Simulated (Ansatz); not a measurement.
## What VInS3 (model cell, started as cubic perovskite with V in the octahedra) distorts into

Which phase does VInS3 (model cell, started as cubic perovskite with V in the octahedra) fall into along its unstable mode, and how much energy does it gain?

Method: DFT PBEsol, scalar-relativistic, plane waves, PAW; PAW set soft_1, in Ansatz 0.2.0.

Report form: the programs' logs are mostly left out.

The structure was built from a prototype and need not be the compound's stable phase.

### 1. The starting structure

The structure is cubic, space group Pm-3m (No. 221). Conventional cell: a = 4.579 Å, b = 4.579 Å, c = 4.579 Å, α = 90.00°, β = 90.00°, γ = 90.00°. Nearest to In lie 12 S at 3.24 Å. V has 6 S at 2.29 Å nearest. Nearest to S lie 2 V at 2.29 Å and 4 In at 3.24 Å. Farther neighbours and most contacts between anions are not listed.

### 2. The dispersion

The cell comes from relaxations at this level that are not shown. Stability and thermal properties need the whole zone. Linear response on a 4×4×4 q mesh gives force constants as far as a supercell of that size would.

File input.yaml:

```yaml
crystal:
  lattice:
    - [4.5791567302, 0.0, 0.0]
    - [0.0, 4.5791567302, 0.0]
    - [0.0, 0.0, 4.5791567302]
  atoms:
    - { symbol: In, position: [0.0, 0.0, 0.0] }
    - { symbol: V, position: [0.5, 0.5, 0.5] }
    - { symbol: S, position: [0.5, 0.5, 0.0] }
    - { symbol: S, position: [0.5, 0.0, 0.5] }
    - { symbol: S, position: [0.0, 0.5, 0.5] }
kpoints:
  mp_grid: { grid: [8, 8, 8] }
hamiltonian:
  xc: pbesol
  pseudopotentials: { kind: paw, azcp: { folder: soft_1 }, xc_functional: pbe }
scf:
  occupations: { method: methfessel_paxton, width: 0.2 }
output:
  eigenvalues: true
phonons:
  method: dfpt
  qmesh: [4, 4, 4]
  temperatures: { t_max: 1000, t_step: 50 }
  qpath:
    path:
      - [[0.0, 0.0, 0.0], [0.0, 0.5, 0.0], [0.5, 0.5, 0.0], [0.0, 0.0, 0.0], [0.5, 0.5, 0.5], [0.0, 0.5, 0.0]]
      - [[0.5, 0.5, 0.5], [0.5, 0.5, 0.0]]
    npoints: 10
```

Launch:

```console
$ ansatz run input.yaml --threads 4 --pin off --max-ram 16384MiB --backend cpu --events-out ev --progress --plain --runs-dir out
```

The job ended after 18 min (4 threads of Arm Neoverse V1, shared host; peak memory 3.4 GiB).

This run has no spin polarisation, although V can carry a moment.

This step gave:

| Property | Result |
| --- | --- |
| volume per atom | 19.20 Å³ |
| gap on the k-mesh | 0 eV |
| sum-rule residual before enforcement | 1.44e-5 eV/Å² |
| lowest frequency on the path | -170.0 cm⁻¹ |
| point group | m-3m |
| highest frequency on the path or at a solved wavevector | 447.5 cm⁻¹ |
| highest optical mode at the zone centre (no LO-TO term) | 331.9 cm⁻¹ |
| lowest optical zone-centre mode | -76.8 cm⁻¹ |
| lowest mode on the q mesh (acoustic modes at Γ apart) | -170.0 cm⁻¹ |

Frequencies (cm⁻¹) solved at each irreducible wavevector; negative means imaginary. Frequencies by wavevector, by row:

```csv
q in reciprocal lattice units,star,mode 1,mode 2,mode 3,mode 4,mode 13,mode 14,mode 15
0 0 0,1,-76.8,-76.8,-76.8,0,331.9,331.9,331.9
0 0 0.25,6,-132.3,-65.2,-65.2,18.1,321.5,321.5,344
0 0 -0.5,3,-68.2,-68.2,-12,-12,303.1,303.1,382.4
0 0.25 0.25,12,-125.4,-97.4,-85.3,-82.1,309.6,319.6,362.9
0 0.25 -0.5,12,-109.5,-107.4,-95.9,-31,289.8,290.4,393.4
0 -0.5 -0.5,3,-157.3,-108.8,-45.3,-45.3,210.2,268.3,411.4
0.25 0.25 0.25,8,-111.8,-111.8,-96,-65.1,318.4,318.4,385.3
0.25 0.25 -0.5,12,-112.7,-111.1,-110.5,-57.2,271.6,298.9,413.5
0.25 -0.5 -0.5,6,-157,-118.2,-118.2,-28.1,207.7,261.9,433
-0.5 -0.5 -0.5,1,-170,-170,-156.4,-156.4,206.3,206.3,447.4
```

Interpolated from a 4×4×4 q mesh. Phonon branches along the path, in cm⁻¹:

```csv
point,branch 1,branch 2,branch 3,branch 4,branch 12,branch 13,branch 14,branch 15
Γ,-77,-77,-77,0,71,332,332,332
halfway,-132,-65,-65,18,95,322,322,344
X,-68,-68,-12,-12,180,303,303,382
halfway,-110,-107,-96,-31,192,290,290,393
M,-157,-109,-45,-45,198,210,268,411
halfway,-125,-97,-85,-82,152,310,320,363
Γ,-77,-77,-77,0,71,332,332,332
halfway,-112,-112,-96,-65,156,318,318,385
R,-170,-170,-156,-156,206,206,206,447
halfway,-113,-111,-110,-57,200,272,299,414
X,-68,-68,-12,-12,180,303,303,382
jump to R,-170,-170,-156,-156,206,206,206,447
halfway,-157,-118,-118,-28,200,208,262,433
M,-157,-109,-45,-45,198,210,268,411
```

Symmetry leaves 10 wavevectors to solve. The lowest mode among them, the acoustic zeros apart, lies at q = (-0.5, -0.5, -0.5) and is imaginary, 170.0i cm⁻¹, so the energy falls along it.

### 3. The mode frozen in, largest atomic shift 0 Å

The mode followed lies at q = (0, -0.5, -0.5) with frequency 157.3i cm⁻¹, one of the unstable modes though not the softest. At small amplitude the distorted cell has space group no. 127 by a symmetry search on the positions. The undistorted cell that holds it gives the zero of energy on the same k mesh.

System of this step: VInS3 (model cell, started as cubic perovskite with V in the octahedra). The structure is cubic, space group Pm-3m (No. 221). Conventional cell: a = 4.579 Å, b = 4.579 Å, c = 4.579 Å, α = 90.00°, β = 90.00°, γ = 90.00°. Nearest to In lie 12 S at 3.24 Å. Nearest to V lie 6 S at 2.29 Å. Nearest to S lie 2 V at 2.29 Å and 4 In at 3.24 Å. Nearest to S lie 2 V at 2.29 Å and 4 In at 3.24 Å. Farther neighbours and most contacts between anions are not listed.

File input.yaml:

```yaml
crystal:
  lattice:
    - [-4.5791567302, 0.0, 0.0]
    - [0.0, -4.5791567302, -4.5791567302]
    - [0.0, -4.5791567302, 4.5791567302]
  atoms:
    - { symbol: In, position: [0.0, 0.5, 0.5] }
    - { symbol: In, position: [0.0, 0.0, 0.0] }
    - { symbol: V, position: [0.5, 0.0, 0.5] }
    - { symbol: V, position: [0.5, 0.5, 0.0] }
    - { symbol: S, position: [0.5, 0.25, 0.25] }
    - { symbol: S, position: [0.5, 0.75, 0.75] }
    - { symbol: S, position: [0.5, 0.25, 0.75] }
    - { symbol: S, position: [0.5, 0.75, 0.25] }
    - { symbol: S, position: [0.0, 0.0, 0.5] }
    - { symbol: S, position: [0.0, 0.5, 0.0] }
kpoints:
  mp_grid: { grid: [8, 6, 6] }
hamiltonian:
  xc: pbesol
  pseudopotentials: { kind: paw, azcp: { folder: soft_1 }, xc_functional: pbe }
scf:
  occupations: { method: methfessel_paxton, width: 0.2 }
output:
  forces: true
  stress: true
  eigenvalues: true
```

It took 10 s on 4 threads; peak memory 0.78 GiB.

This step gave:

```
pressure                         : -0.02883 GPa
energy from the undistorted cell : 0 meV/atom
```

The run ends at a pressure of -0.03 GPa.

### 4. The mode frozen in, largest atomic shift 0.6 Å

The atoms are moved along the unstable eigenvector, the largest shift by 0.6 Å, with the cell fixed.

input.yaml, the sections that differ from step 3:

```yaml
crystal:
  lattice:
    - [-4.5791567302, 0.0, 0.0]
    - [0.0, -4.5791567302, -4.5791567302]
    - [0.0, -4.5791567302, 4.5791567302]
  atoms:
    - { symbol: In, position: [0.0, 0.5, 0.5] }
    - { symbol: In, position: [0.0, 0.0, 0.0] }
    - { symbol: V, position: [0.5, 0.0, 0.5] }
    - { symbol: V, position: [0.5, 0.5, 0.0] }
    - { symbol: S, position: [0.5, 0.1844857541, 0.1844857541] }
    - { symbol: S, position: [0.5, 0.8155142459, 0.8155142459] }
    - { symbol: S, position: [0.5, 0.3155142459, 0.6844857541] }
    - { symbol: S, position: [0.5, 0.6844857541, 0.3155142459] }
    - { symbol: S, position: [0.0, 0.0, 0.5] }
    - { symbol: S, position: [0.0, 0.5, 0.0] }
# kpoints, hamiltonian, scf, output: as in step 3
```

Run time: 10 s. Hardware: 4 threads; peak memory 0.78 GiB.

This step gave:

| Quantity | Value |
| --- | --- |
| pressure | -3.511 GPa |
| energy from the undistorted cell | -109.2 meV/atom |

The energy, extrapolated to zero smearing, is -109.25 meV/atom against the undistorted cell.

The run ends at a pressure of -3.51 GPa, with forces up to 0.26 eV/Å.

### 5. Energy along the mode, all amplitudes (two of the runs are shown above)

An imaginary frequency means negative curvature, so the energy should fall and then rise again as anharmonic terms take over.

Numbers from this step:

| Quantity | Value |
| --- | --- |
| depth at the lowest point sampled | 109.2 meV/atom |
| largest atomic shift at that point | 0.6 Å |

The energy from the parent by largest atomic shift:

```csv
largest atomic shift (Å),energy from the parent (meV/atom)
0.000,0
0.040,-0.894
0.080,-3.60
0.140,-11.0
0.220,-26.1
0.320,-49.9
0.450,-82.6
0.600,-109
```

Displacement at unit largest shift by atom:

```csv
atom,x (Å),y (Å),z (Å),size
In1,0.00,0.00,0.00,0.00
In2,0.00,0.00,0.00,0.00
V3,0.00,0.00,0.00,0.00
V4,0.00,0.00,0.00,0.00
S5,0.00,1.00,0.00,1.00
S6,0.00,-1.00,0.00,1.00
S7,0.00,0.00,-1.00,1.00
S8,0.00,0.00,1.00,1.00
S9,0.00,0.00,0.00,0.00
S10,0.00,0.00,0.00,0.00
```

The lowest of the steps tried is the last one, at 0.6 Å, 109 meV/atom below the parent; the bottom of the well need not coincide with a step.

### 6. Relaxing from the distorted cell

Starting from the lowest point found, all atoms and the cell are let go, so that strain and other modes of the same symmetry can join in.

input.yaml: that of step 4 with these lines changed.

```diff
@@ -27 +27,6 @@
   eigenvalues: true
+relax:
+  adjacent_minimum: "off"
+  f_tol: 0.002
+  max_steps: 120
+  cell: { stress_tol: 0.03 }
```

Run time: 2.2 min. Hardware: 4 threads; peak memory 0.83 GiB; 8.5 min of CPU time.

The steps of the relaxation:

```csv
step,energy less that of the first step (eV),largest force component (eV/Å),pressure (GPa),volume (Å³)
1,0.0000,0.2602,-3.51,192.04
2,-0.1822,0.0330,0.21,182.33
3,-0.1963,0.0425,0.18,182.03
4,-0.2449,0.3644,2.88,176.33
5,-0.3522,0.1817,1.17,177.89
6,-0.2676,0.3102,-2.48,183.84
7,-0.3678,0.0047,0.09,179.24
8,-0.3677,0.0093,-0.07,179.57
9,-0.3678,0.0023,0.02,179.36
10,-0.3678,0.0000,0.00,179.40
11*,-0.3668,0.0002,0.01,179.40
12,-0.3668,0.0002,0.00,179.42
13*,-0.3669,0.0002,0.00,179.42
```

Relaxation steps marked * repeat the geometry before them on a plane-wave basis chosen anew for their cell, so energy and pressure can jump there. Relaxation steps 6, 8 were tried and not accepted.

The run keeps the 16 symmetry operations that it works with, so distortions that break them were not tested.

```csv
cell as run,before,after,change
a (Å),4.579,4.991,+9.0 %
b (Å),6.476,5.996,-7.4 %
c (Å),6.476,5.996,-7.4 %
volume (Å³/atom),19.20,17.94,-6.6 %
```

The atoms that moved most (Å, as changes of fractional coordinates times the final cell):

```csv
atom,dx,dy,dz,length
S8,0.000,0.000,0.219,0.219
S6,0.000,-0.219,0.000,0.219
S7,0.000,0.000,-0.219,0.219
S5,0.000,0.219,0.000,0.219
```

This step gave:

```yaml
pressure: 0.001479 GPa
volume_per_atom: 17.94 Å³
```

The distorted start has space group P4/mbm; the relaxation ends in P4/mbm.

### 7. The new phase in its own primitive cell

The relaxed structure is symmetrised, reduced to its primitive cell and relaxed tightly, as its phonons need.

input.yaml, the sections that differ from step 6:

```yaml
crystal:
  lattice:
    - [5.9955298669, 0.0, 0.0]
    - [0.0, 5.9955298669, 0.0]
    - [0.0, 0.0, 4.991271198]
  atoms:
    - { symbol: In, position: [0.5, 0.0, 0.0] }
    - { symbol: In, position: [0.0, 0.5, 0.0] }
    - { symbol: V, position: [0.0, 0.0, 0.5] }
    - { symbol: V, position: [0.5, 0.5, 0.5] }
    - { symbol: S, position: [0.1586830546, 0.6586830546, 0.5] }
    - { symbol: S, position: [0.8413169454, 0.3413169454, 0.5] }
    - { symbol: S, position: [0.3413169454, 0.1586830546, 0.5] }
    - { symbol: S, position: [0.6586830546, 0.8413169454, 0.5] }
    - { symbol: S, position: [0.0, 0.0, 0.0] }
    - { symbol: S, position: [0.5, 0.5, 0.0] }
kpoints:
  mp_grid: { grid: [6, 6, 8] }
relax:
  adjacent_minimum: "off"
  f_tol: 0.001
  max_steps: 60
  cell: { stress_tol: 0.01 }
# hamiltonian, scf, output: as in step 6
```

Run time: 22 s. Hardware: 4 threads; peak memory 0.79 GiB; 88 s of CPU time.

Little changed from the start: no atom moved by 0.005 Å and no cell edge by 0.1 %.

Numbers from this step:

```
pressure : 0.001477 GPa
```

The largest force component left is 0.14 meV/Å and the pressure is 0.001 GPa, within the tolerances set. The cell now holds 17.94 Å³/atom.

### 8. Modes of the new phase, k-mesh 6×6×8

A relaxed structure may still be a saddle point, so its zone-centre modes are computed. No field response is asked, since the mesh shows no gap.

input.yaml: that of step 7 with these lines changed.

```diff
@@ -24,9 +24,4 @@
 output:
-  forces: true
-  stress: true
   eigenvalues: true
-relax:
-  adjacent_minimum: "off"
-  f_tol: 0.001
-  max_steps: 60
-  cell: { stress_tol: 0.01 }
+phonons:
+  method: dfpt
```

Elapsed: 5.8 min, on 4 threads; peak memory 3.2 GiB.

Numbers from this step:

| Property | Result |
| --- | --- |
| sum-rule residual before enforcement | 6.91e-5 eV/Å² |
| point group | 4/mmm |
| highest optical mode at the zone centre (no LO-TO term) | 433.4 cm⁻¹ |
| lowest optical zone-centre mode | -135.4 cm⁻¹ |

Patterns of degenerate modes are one choice out of their space. Modes at Γ, with each element's share of the kinetic energy (negative means imaginary):

```csv
mode,frequency (cm⁻¹),symmetry,In %,V %,S %
1,-135.4,A1u,0,76,24
2,-1.4,Eu,76,7,17
3,-1.4,Eu,76,7,17
4,0.0,acoustic,44,19,37
5,0.0,acoustic,44,19,37
6,0.0,acoustic,44,19,37
7,33.6,A2u,1,62,37
8,44.9,Eu,68,3,29
9,44.9,Eu,68,3,29
10,69.5,B1u,89,0,11
11,103.8,Eu,4,6,91
12,103.8,Eu,4,6,91
13,113.8,A2u,52,12,37
14,128.0,Eu,7,11,82
15,128.0,Eu,7,11,82
16,150.8,Eg,0,0,100
17,150.8,Eg,0,0,100
18,168.7,A1u,0,24,76
19,206.8,B1u,11,0,89
20,216.6,Eu,0,27,73
21,216.6,Eu,0,27,73
22,228.5,A1g,0,0,100
23,276.9,A2u,3,7,90
24,282.3,B2g,0,0,100
25,286.9,Eu,1,90,9
26,286.9,Eu,1,90,9
27,338.4,Eu,0,37,63
28,338.4,Eu,0,37,63
29,361.6,B1g,0,0,100
30,433.4,A2g,0,0,100
```

Displacements in mode 1 (-135.4 cm⁻¹), the largest set to 1:
```
In1  0.00  0.00  0.00
In2  0.00  0.00  0.00
V3   0.00  0.00  1.00
V4   0.00  0.00 -1.00
S5   0.00  0.00  0.00
S6   0.00  0.00  0.00
S7   0.00  0.00  0.00
S8   0.00  0.00  0.00
S9   0.00  0.00 -0.70
S10  0.00  0.00  0.70
```

Displacements in mode 22 (228.5 cm⁻¹), the largest set to 1:
```
In1  0.00  0.00  0.00
In2  0.00  0.00  0.00
V3   0.00  0.00  0.00
V4   0.00  0.00  0.00
S5   1.00  1.00  0.00
S6  -1.00 -1.00  0.00
S7  -1.00  1.00  0.00
S8   1.00 -1.00  0.00
S9   0.00  0.00  0.00
S10  0.00  0.00  0.00
```

Before it was imposed, the acoustic sum rule was missed by 6.9e-5 eV/Å². Small misses are needed for a sound result but don't prove that mesh and cutoff are converged. The lowest optical mode is imaginary, 135.4i cm⁻¹, so the energy falls along it.

### 9. The phases reached

The phases reached along the modes that were followed are set side by side.

Energies are those of the first relaxation, on the mesh of the frozen mode; space group, volume and gap are those of the last relaxation. Phases, by row:

```csv
mode frozen in,space group,energy from parent (meV/atom),volume (Å³/atom),gap on mesh (eV),lowest zone-centre optical mode (cm⁻¹),largest shift (Å)
parent,Pm-3m,0,19.2,0,–,–
"q = (-0.5, -0.5, -0.5), 170i cm⁻¹",I4/mmm,-0.26,19.22,0,-148.8,0.035
"q = (-0.5, -0.5, -0.5), 170i cm⁻¹",I4/mcm,-0.27,19.22,0,-148.2,0.031
"q = (-0.5, -0.5, -0.5), 170i cm⁻¹",I4/mmm,-0.27,19.22,0,-148.8,0.035
"q = (0, -0.5, -0.5), 157i cm⁻¹",P4/mbm,-146.2,17.94,0,-135.4,0.774
```

### 10. Outcome

| Quantity | Value |
| --- | --- |
| unstable mode of the parent | q = (0, -0.5, -0.5), 157i cm⁻¹ |
| depth at the lowest point sampled | 109 meV/atom |
| largest atomic shift at that point | 0.6 Å |
| space group reached (within 0.01 Å) | P4/mbm |
| energy gained over the parent (first relaxation, on the mesh of the frozen mode) | 146 meV/atom |
| volume per atom, phase reached | 17.9 Å³ |
| lowest optical zone-centre mode, phase reached | -135 cm⁻¹ |
| highest optical mode at the zone centre (no LO-TO term), phase reached | 433 cm⁻¹ |

**Reading.** Along this mode the structure falls into P4/mbm, 146 meV/atom below the parent. At the parent's cell the well is 109.2 meV/atom deep on the steps tried, with its lowest point at a shift of 0.6 Å. That is the last step tried, so the steps alone don't bracket the bottom of the well. Relaxing atoms and cell changes the gain by +36.90 meV/atom against the lowest step (energies at zero smearing). The new phase still has an imaginary mode at the zone centre of its cell, so it is a saddle point on the way to a lower structure. Of the 4 patterns followed to their end from this parent, this one reaches the lowest energy. Each path keeps the symmetry of its pattern, so a lower phase may lie along a pattern not tried. With no gap, or one that is small against the smearing, the frequencies hang on the k mesh and the smearing, most of all near Kohn anomalies. The phonon runs are without spin polarisation, although V often carries a moment. The PAW files were made for PBE and serve the other functionals too. A phonon run warned that its eigensolver left some bands unconverged in a pass. The starting cell was built on a prototype and not taken from a measurement, so the phase need not exist.

[Logs are printed without paths, hosts, clocks, repeated set-up lines and the standing remarks that a program may print on its own settings, such as how far it seeks lower states.]

[Hosts, paths, dates, database ids (printed as entryN), source tags and the programs' standing remarks are cut or masked in the printed files.]
